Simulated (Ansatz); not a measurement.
# Al2Cu (I4/mcm): a Bloch–Grüneisen fit of the computed resistivity

Wanted: a compact model of ρ(T) for Al2Cu (I4/mcm) and a check of it.

The resistivities were computed with Ansatz 0.2.0 (DFT PBE, scalar-relativistic, plane waves, PAW; PAW set soft_1) from the linearised Boltzmann equation with harmonic phonons, on q 4×4×4, k 8×8×8, scattering 16×16×16; the fit below is done by hand on them.

## (1) Computed resistivities

The structure is tetragonal, space group I4/mcm (No. 140). The conventional cell has a = 6.083 Å, b = 6.083 Å, c = 4.833 Å, α = 90.00°, β = 90.00°, γ = 90.00°. Al on site h is surrounded by 4 Cu at 2.59 Å and 3 Al at 2.71 to 2.89 Å. Cu on site a is surrounded by 2 Cu at 2.42 Å and 8 Al at 2.59 Å.

This is the relaxed cell of the run, from steps not shown here.

The mean resistivity of the three axes from 50 to 800 K, with one row held back; the colder rows stay outside the fit and test it at the end:

```
T (K)  ρ (μΩ cm)
   50     0.1968
   80     0.6879
  100      1.115
  150      2.282
  200      3.440
  273          ?
  300      5.648
  400      7.774
  500       9.86
  600      11.94
  800      16.06
```

## (2) Model and fit

Bloch and Grüneisen's form is ρ(T) = A (T/Θ)⁵ J₅(Θ/T), with J₅(z) the integral of x⁵/((eˣ − 1)(1 − e⁻ˣ)) from 0 to z. It goes as T⁵ far below Θ and as A T/(4Θ) far above. For a trial Θ the best A is the geometric mean of ρ/[(T/Θ)⁵ J₅] over the rows, and the scatter of that ratio measures the fit:

```
Θ (K)  A (μΩ cm)  scatter (%)
  192      12.37         28.9
  256      18.16         15.4
  288      21.57          8.3
  320      25.38          3.5
  352      29.64          8.7
  400      36.98         19.9
  480      52.16         39.0
```

The scatter is least at Θ = 320 K, with A = 25.38 μΩ cm (3.5 % r.m.s.).

```
T (K)  computed     fit
   50    0.1968  0.1852
   80    0.6879  0.7309
  100     1.115   1.180
  150     2.282   2.334
  200     3.440   3.452
  300     5.648   5.588
  400     7.774   7.657
  500      9.86   9.693
  600     11.94   11.71
  800     16.06   15.72
```

## (3) Prediction and check

At T = 273 K, Θ/T = 1.172, J₅ = 0.4377 and (T/Θ)⁵ = 0.4519, so the fit gives 5.021 μΩ cm. The computed value is 5.062 μΩ cm: the fit is off by -0.82 %. Outside its range, at 20 K, it gives 0.00301 against 0.00676 μΩ cm computed, 0.44 times that; at that temperature the run's own test moves by 7 % between meshes in the component that moves most. Among the rows used, the largest miss is +6.3 %, at 80 K.

## (4) Reading Θ and A

Θ = 320 K is 1.36 times ħω_log/k_B (236 K) and 0.71 of the highest phonon frequency (453 K). The high-temperature slope of the fit, A/(4Θ), is 0.0198 μΩ cm/K. The same slope from the run's transport coupling and plasma energy, 2π k_B λ_tr/(ħ ε₀ ω_p²) with λ_tr = 0.357, 0.357, 0.397 (xx, yy, zz) and ħω_p = 8.22, 8.22, 9.13 (xx, yy, zz) eV, is 0.0206 μΩ cm/K in the mean of the axes, +3.8 % from it. For comparison, the computed rows rise by 0.0206 μΩ cm/K between the two hottest.

## (5) Results

```
Θ                                            : 320 K
A                                            : 25.38 μΩ cm
scatter of the fit                           : 3.5 %
held-back row at 273 K, fit against computed : 5.021 against 5.062 μΩ cm
```

What this shows: Two numbers, Θ = 320 K and A = 25.4 μΩ cm, hold the computed ρ(T) from 50 to 800 K within 3.54 % r.m.s. and predict the held-back row within 0.82 %. At 20 K, outside the rows fitted, it gives 0.44 times the computed value. The misses are not random: the largest is +6.3 %, at 80 K. By the run's own test the resistivity at 300 K moves by 7 % between its two finest scattering meshes, in the component that moves most. The fit describes the calculation: impurities, thermal expansion, changes of phase and anharmonicity are in neither.

[Logs are printed without paths, hosts, clocks, repeated set-up lines and the standing remarks that a program may print on its own settings, such as how far it seeks lower states.]

[Hosts, paths, dates, database ids (printed as entryN), source tags and the programs' standing remarks are cut or masked in the printed files.]
